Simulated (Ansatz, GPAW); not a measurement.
# STM contrast on Ba(100) monolayer, part 2 of 2

What would a tunnelling microscope show on Ba(100) monolayer?

GPAW 26.7.0 and Ansatz 0.2.0; Ansatz plane waves; slab in vacuum with a dipole correction, relaxation; PAW set soft_1 (the session's first sound run).

So far, dipole along the normal (e·Å): step 2 (relaxation, PBE) -1.3e-5; step 3 (plane waves, PBE) 2.7e-7.

## Step 4: A second plane-wave code (continued)

Electrostatic potential energy of an electron (with the applied field's), less the Fermi level, planar mean against z:

z (Å), electrostatic potential energy of an electron (with the applied field's), less the Fermi level, planar mean (eV) and a bar from the least value:
```
      0.0       2.37 ##############################
      0.5       2.37 ##############################
      1.0       2.37 ##############################
      1.5       2.37 ##############################
      2.0       2.37 ##############################
      2.5       2.37 ##############################
      3.0       2.37 ##############################
      3.5       2.37 ##############################
      4.0       2.37 ##############################
      4.5       2.36 ##############################
      5.0       2.35 ##############################
      5.5       2.32 ##############################
      6.0       2.24 ##############################
      6.5       2.08 #############################
      7.0       1.71 ############################
      7.5       0.95 #########################
      8.0      -0.87 ###################
      8.5      -4.66 #######
      9.0      -6.76 
      9.5      -4.66 #######
     10.0      -0.87 ###################
     10.5       0.95 #########################
     11.0       1.71 ############################
     11.5       2.08 #############################
     12.0       2.24 ##############################
     12.5       2.32 ##############################
     13.0       2.35 ##############################
     13.5       2.36 ##############################
     14.0       2.37 ##############################
     14.5       2.37 ##############################
     15.0       2.37 ##############################
     15.5       2.37 ##############################
     16.0       2.37 ##############################
     16.5       2.37 ##############################
     17.0       2.37 ##############################
     17.5       2.37 ##############################
```

Valence density, planar mean against z:

```tsv
z (Å)	valence density, planar mean (e/Å³)
3	9.9e-6
4	6.4e-5
5	3.8e-4
6	0.00198
7	0.00849
8	0.0729
9	0.210
10	0.0729
11	0.00849
12	0.00198
13	3.8e-4
14	6.4e-5
15	9.9e-6
```

The upper face's work function is 2.369 eV, against 2.371 eV in the first plane-wave PBE run at this geometry.

## Step 5: Side by side

Results and costs are gathered.

This step: comparison of work functions, dipole and cost; PAW set soft_1 (GPAW 26.7.0).

Ladder, by row:

```tsv
step	code	work function, upper (eV)	work function, lower (eV)	dipole (e Å)	wall time (s)	peak memory (GiB)	threads
pw	GPAW	2.371	2.371	2.75e-7	48.38	0.29	1
ansatz	Ansatz	2.369	2.369	-1.32e-5	1.64	0.633	4
```

## Step 6: A changed run

One more run, with changed settings.

This step: GPAW, PAW setups; slab in vacuum (GPAW 26.7.0).

run.py

```python
import json
import numpy as np
from ase import Atoms
from gpaw import GPAW, PW

slab = Atoms(
    ['Ba'],
    positions=[
        [2.51000, 2.51000, 9.00000]],
    cell=[[5.02, 0.0, 0.0], [0.0, 5.02, 0.0], [0.0, 0.0, 18.0]],
    pbc=[True, True, False])

slab.calc = GPAW(mode=PW(400), xc='PBE', kpts={'size': (1, 1, 1), 'gamma': True},
                 occupations={'name': 'fermi-dirac', 'width': 0.1}, nbands='160%',
                 convergence={'density': 1e-05}, maxiter=50,
                 poissonsolver={'dipolelayer': 'xy'},
                 symmetry={'tolerance': 1e-3}, txt='slab.txt')
result = {}
energy = slab.get_potential_energy()
fermi = slab.calc.get_fermi_level()
v = slab.calc.get_electrostatic_potential().mean((0, 1)) - fermi
n = slab.calc.get_pseudo_density().mean((0, 1))
L = slab.cell[2, 2]
z = np.arange(len(v)) * L / len(v)
low, high = slab.positions[:, 2].min(), slab.positions[:, 2].max()
below, above = np.interp([low - 6.8, high + 6.8], z, v)
slopes = [np.interp(x, z, np.gradient(v, z)) for x in (low - 6.8, high + 6.8)]
eps = np.array([[slab.calc.get_eigenvalues(k, s) for k in range(len(slab.calc.get_ibz_k_points()))]
                for s in range(slab.calc.get_number_of_spins())]) - fermi
top, bottom = eps[eps < 0].max(), eps[eps > 0].min()
dipole = slab.get_dipole_moment()[2]
print(f'energy {energy:.4f} eV, Fermi level {fermi:.4f} eV, dipole {dipole:.5f} e A')
print(f'potential 6.8 A off the faces, from the Fermi level: lower {below:.4f} eV, upper {above:.4f} eV')
print(f'slope of the potential there: lower {slopes[0]:.5f}, upper {slopes[1]:.5f} eV/A')
print(f'nearest levels on the mesh: {top:.4f} and {bottom:.4f} eV')
print('magnetic moment', round(slab.get_magnetic_moment(), 3))
result.update(energy=energy, fermi=fermi, dipole=dipole, below=below, above=above, slopes=slopes, edges=[top, bottom],
              z=z.tolist(), v=v.tolist(), n=n.tolist(), positions=slab.positions.tolist(),
              forces=slab.get_forces(apply_constraint=False).tolist(), moments=slab.get_magnetic_moments().tolist())
json.dump(result, open('result.json', 'w'))
```

On the command line:

```sh
> OMP_NUM_THREADS=1 OPENBLAS_NUM_THREADS=1 python run.py
```

Elapsed: 3.6 s, on 1 thread of Arm Neoverse V2, shared host; peak memory 0.19 GiB.

The run finished. A setting was moved off its sound value on purpose, so it serves as a test and not as the result.

The fault put into the input: one k-point (kpts = [1, 1]).

The two runs compared:

```tsv
quantity	this run	sound run	difference
upper work function (eV)	3.2235	2.3710	0.852
lower work function (eV)	3.2235	2.3710	0.852
```

The two runs differ clearly in the lower work function: 3.22 eV against 2.37 eV.

## Step 7: Summary of results

| Quantity | Value |
| --- | --- |
| work function, both faces | 2.37 eV |
| dipole along the normal | 2.7e-7 e Å, near the numerical noise |
| corrugation at -2 V | 0.327 Å |
| corrugation at -1 V | 0.377 Å |
| corrugation at 1.5 V | 0.717 Å |

The corrugation at constant current is largest at 1.5 V, where the tip height varies by 0.72 Å over the cell. Negative sample bias images filled states, positive bias empty ones. The two plane-wave codes differ by 0.0024 eV on the upper face. The images are of Tersoff-Hamann type: an s-wave tip, no tip-sample forces, heights closer than in a microscope. This is a free-standing monolayer at the bulk spacing, not the surface of the bulk metal. The in-plane lattice was kept as typed, which isn't the functional's own and leaves some strain; spin-orbit coupling and temperature are left out.

[Logs are printed without paths, hosts, clocks, repeated set-up lines and the standing remarks that a program may print on its own settings, such as how far it seeks lower states.]

[Hosts, paths, dates, database ids (printed as entryN), source tags and the programs' standing remarks are cut or masked in the printed files.]
